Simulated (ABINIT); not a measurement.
# Quasiparticle gap of MgS (Niningerite) in ABINIT, part 3 of 3

How does a plane-wave GW calculation on MgS (Niningerite) run from the first input to the gap?

ABINIT 10.8.3; LDA and many-body steps on it, plane waves. Known limits of the many-body steps: not at the basis limit; coarse k mesh.

So far. Step 4 (Empty states on the mesh, 4×4×4 mesh, 38 bands): On this mesh the gap is 2.559 eV. Step 5 (Screening, 4×4×4 mesh, 34 bands, screening to 108.8 eV): Local fields lower ε∞ by 13 %. On a Γ-centred mesh this coarse the value itself is usually too large, while a short band sum pulls it down.

### 6. Self-energy, 4×4×4 mesh, 34 bands, screening to 108.8 eV

The self-energy is evaluated for the states that the input lists, and the levels follow from it, in one-shot runs by the linearised quasiparticle equation.

This step: G0W0 on LDA, plane waves, norm-conserving pseudopotentials.

run.abi reads:

```
acell 3*1.0 Angstrom
rprim 
  0.000000000000 2.601650000000 2.601650000000
  2.601650000000 0.000000000000 2.601650000000
  2.601650000000 2.601650000000 0.000000000000
ntypat 2
znucl 12 16
natom 2
typat 1 2
xred 
  0.000000000000 0.000000000000 0.000000000000
  0.500000000000 0.500000000000 0.500000000000
pp_dirpath "pseudos"
pseudos "Mg.upf, S.upf"
ecut 38
ngkpt 4 4 4
nshiftk 1
shiftk 0 0 0
kptopt 1
chksymbreak 0
istwfk *1
occopt 1
irdwfk 1
optdriver 4
nband 34
gwcalctyp 0
ecutsigx 38
symsigma 1
nkptgw 2
kptgw 
  0.0000000000 0.0000000000 0.0000000000
  0.5000000000 0.5000000000 0.0000000000
bdgw 
  6 12
  7 10
ecuteps 4
irdscr 1
ppmodel 1
indata_prefix "in"
outdata_prefix "out"
tmpdata_prefix "tmp"
```

Started as:

```bash
> OMP_NUM_THREADS=1 mpirun -n 4 abinit run.abi > log
```

Numbers of over 12 decimals in the logs are rounded to 6 here.

Log:

```text
.Version 10.8.3 of ABINIT. v10.8.2 released Aug 2026.

 Symmetries : space group Fm -3 m (#225); Bravais cF (face-center cubic)
[... echo of the input left out ...]
== DATASET  1 ==================================================================
-   mpi_nproc: 4, omp_nthreads: 1 (-1 if OMP is not activated)

--- !DatasetInfo
iteration_state: {dtset: 1, }
dimensions: {natom: 2, nkpt: 8, mband: 34, nsppol: 1, nspinor: 1, nspden: 1, mpw: 2698, }
cutoff_energies: {ecut:  38.0, pawecutdg:  -1.0, }
electrons: {nelect:   1.60000000E+01, charge:   0.00000000E+00, occopt:   1.00000000E+00, tsmear:   1.00000000E-02, }

 SIGMA: Calculation of the GW corrections

 Based on a program developped by R.W. Godby, V. Olevano, G. Onida, and L. Reining.
 Incorporated in ABINIT by V. Olevano, G.-M. Rignanese, and M. Torrent.
.Using double precision arithmetic ; gwpc =  8

[... cell and pseudopotentials left out ...]
--------------------------------------------------------------------------------

 ==== K-mesh for the wavefunctions ====
 Number of points in the irreducible wedge :     8
[... list of points left out ...]
 Together with 48 symmetry operations and time-reversal symmetry
 yields    64 points in the full Brillouin Zone.

 ==== Q-mesh for screening function ====
 Number of points in the irreducible wedge :     8
[... list of points left out ...]
 Together with 48 symmetry operations and time-reversal symmetry
 yields    64 points in the full Brillouin Zone.

 vcoul_init : cutoff-mode = AUXILIARY_FUNCTION
 q-points for optical limit:   1
     1)      0.000010    0.000020    0.000030
 setmesh: FFT mesh size selected  =    40x   40x   40
          total number of points  =        64000

 Number of electrons calculated from density =   16.0000; Expected =   16.0000
 average of density, n =  0.067320
 r_s =    1.5249
 omega_plasma =   25.0282 [eV]

 === KS Band Gaps ===
  >>>> For spin  1
   Minimum direct gap =   3.4763 [eV], located at k-point      :   0.0000  0.0000  0.0000
   Fundamental gap    =   2.5588 [eV], Top of valence bands at :   0.0000  0.0000  0.0000
                                       Bottom of conduction at :   0.5000  0.5000  0.0000
 SIGMA fundamental parameters:
 PLASMON POLE MODEL  1
 number of plane-waves for SigmaX                 2685
 number of plane-waves for SigmaC and W             89
 number of plane-waves for wavefunctions          2685
 number of bands                                    34
 number of independent spin polarizations            1
 number of spinorial components                      1
 number of k-points in IBZ                           8
 number of q-points in IBZ                           8
 number of symmetry operations                      48
 number of k-points in BZ                           64
 number of q-points in BZ                           64
 number of frequencies for dSigma/dE                 9
 frequency step for dSigma/dE [eV]                0.25
 number of omega for Sigma on real axis              0
 max omega for Sigma on real axis  [eV]           0.00
 zcut for avoiding poles [eV]                     0.10

 EPSILON^-1 parameters (SCR file):
 dimension of the eps^-1 matrix on file             89
 dimension of the eps^-1 matrix used                89
 number of plane-waves for wavefunctions          2685
 number of bands                                    34
 number of q-points in IBZ                           8
 number of frequencies                               2
 number of real frequencies                          1
 number of imag frequencies                          1

 matrix elements of self-energy operator (all in [eV])

 Perturbative Calculation

--- !SelfEnergy_ee
iteration_state: {dtset: 1, }
kpoint     : [   0.000,    0.000,    0.000, ]
spin       : 1
KS_gap     :    3.476
QP_gap     :    5.098
Delta_QP_KS:    1.622
data: !SigmaeeData |
     Band     E0 <VxcDFT>   SigX SigC(E0)      Z dSigC/dE  Sig(E)    E-E0       E
        6   4.124 -13.284 -16.382   2.332   0.785  -0.273 -13.886  -0.601   3.523
        7   4.124 -13.284 -16.382   2.332   0.785  -0.273 -13.886  -0.601   3.523
        8   4.124 -13.284 -16.382   2.332   0.785  -0.273 -13.886  -0.601   3.523
        9   7.600 -11.356  -6.443  -3.654   0.811  -0.234 -10.336   1.020   8.621
       10  11.957  -9.766  -4.442  -3.915   0.813  -0.231  -8.621   1.145  13.102
       11  11.957  -9.766  -4.442  -3.915   0.813  -0.231  -8.621   1.145  13.102
       12  11.957  -9.766  -4.442  -3.915   0.813  -0.231  -8.621   1.145  13.102

--- !SelfEnergy_ee
iteration_state: {dtset: 1, }
kpoint     : [   0.500,    0.500,    0.000, ]
spin       : 1
KS_gap     :    4.261
QP_gap     :    6.076
Delta_QP_KS:    1.815
data: !SigmaeeData |
     Band     E0 <VxcDFT>   SigX SigC(E0)      Z dSigC/dE  Sig(E)    E-E0       E
        7   2.422 -12.459 -16.032   2.668   0.780  -0.282 -13.165  -0.706   1.717
        8   2.422 -12.459 -16.032   2.668   0.780  -0.282 -13.165  -0.706   1.717
        9   6.683 -10.852  -6.192  -3.305   0.819  -0.222  -9.742   1.110   7.792
       10   8.392  -8.957  -4.414  -3.465   0.823  -0.216  -8.070   0.887   9.279

== END DATASET(S) ==============================================================
================================================================================

 -outvars: echo values of variables after computation  --------
           etotal      0.0000000000E+00
            nband          34
             nkpt           8
          spgroup         225
 [... the other variables as echoed above ...]

 Calculation completed.
```

Run time: 2.5 s. Hardware: 4 MPI ranks of Arm Neoverse V2, shared host; peak memory 0.15 GiB; 9.7 s of CPU time.

Numbers from this step:

- G0W0 gap on the points computed: 4.269 eV
- starting gap on the mesh: 2.559 eV
- k of the valence top: 0, 0, 0
- k of the conduction bottom: 0.5, 0.5, 0
- Z at the valence top: 0.785
- Z at the conduction bottom: 0.819
- least direct G0W0 gap on the computed points: 5.098 eV

The gap on the mesh goes from 2.56 eV to 4.27 eV, a correction of +1.71 eV.

Limits: finite bands, cutoff and mesh; coarse k mesh. v1 is the top filled band, c1 the lowest empty one. The levels before and after the correction (eV, zero at the valence-band top of each column):

|  | conduction bottom | valence top |
| --- | --- | --- |
| Kohn-Sham | 2.56 | 0.00 |
| G0W0 | 4.27 | 0.00 |

|  | level | energy (eV) |
| --- | --- | --- |
| Kohn-Sham | Γ v3-v1 | 0.000 |
| Kohn-Sham | Γ c1 | 3.476 |
| Kohn-Sham | Γ c2-c4 | 7.833 |
| Kohn-Sham | (0.5 0.5 0) v2-v1 | -1.702 |
| Kohn-Sham | (0.5 0.5 0) c1 | 2.559 |
| Kohn-Sham | (0.5 0.5 0) c2 | 4.268 |
| G0W0 | Γ v3-v1 | 0.000 |
| G0W0 | Γ c1 | 5.098 |
| G0W0 | Γ c2-c4 | 9.579 |
| G0W0 | (0.5 0.5 0) v2-v1 | -1.806 |
| G0W0 | (0.5 0.5 0) c1 | 4.269 |
| G0W0 | (0.5 0.5 0) c2 | 5.756 |

### 7. Where the time went

Times are wall times on 4 MPI ranks of Arm Neoverse V2, shared host, good to a factor of about two.

| step | time | share | memory (GiB) |
| --- | --- | --- | --- |
| ground state | 5.5 s | 22 % | 0.3 |
| bands along the symmetry lines | 7.8 s | 32 % | 0.29 |
| empty states on the mesh | 4.7 s | 19 % | 0.27 |
| screening | 4 s | 16 % | 0.45 |
| self-energy | 2.5 s | 10 % | 0.15 |

### 8. Results

* LDA gap: 2.56 eV, indirect
* G0W0 gap on the mesh: 4.27 eV
* GW settings: 4×4×4 mesh, 34 bands, screening to 108.8 eV, Godby-Needs plasmon pole
* known limits: not at the basis limit; coarse k mesh

In words: G0W0 moves the gap on the mesh from 2.56 eV to 4.27 eV (+1.71 eV), with Z of 0.79 and 0.82 at the edges. Local fields lower the RPA ε∞ on this mesh from 7.54 to 6.54; a Γ-centred mesh this coarse tends to raise both, most where the direct gap is narrow, while a short band sum lowers them. Only 2 of the mesh's irreducible points were corrected, so a valley elsewhere could overtake. Bands and cutoff are finite, so the gap is not at the basis limit. The miss can reach some tenths of an eV and take either sign; the mesh is an error of its own. In the G0W0 run levels were corrected at 2 k points alone, so a gap called «on the mesh» is the least over those, and an edge elsewhere would be missed. The 4×4×4 mesh is coarse for this cell, which bears on the long-range parts of exchange and screening.

[Paths, hosts, dates, memory and timing lines, banners, echoed tables and standing remarks are left out of the program output.]

[Logs are printed without paths, hosts, clocks, repeated set-up lines and the standing remarks that a program may print on its own settings, such as how far it seeks lower states.]

[Runs of the session that timed out or met a known fault of the program may be left out.]

[Hosts, paths, dates, database ids (printed as entryN), source tags and the programs' standing remarks are cut or masked in the printed files.]

[G0W0 gaps are taken among the corrected bands and points alone; a level outside them can change the order at an edge.]

[Where Ansatz stands beside ABINIT at settings called matched, ABINIT's density can come from a denser mesh and the files from another edition; pairs whose starting gaps differed by over 0.03 eV were left out, so agreement reads better than it is.]
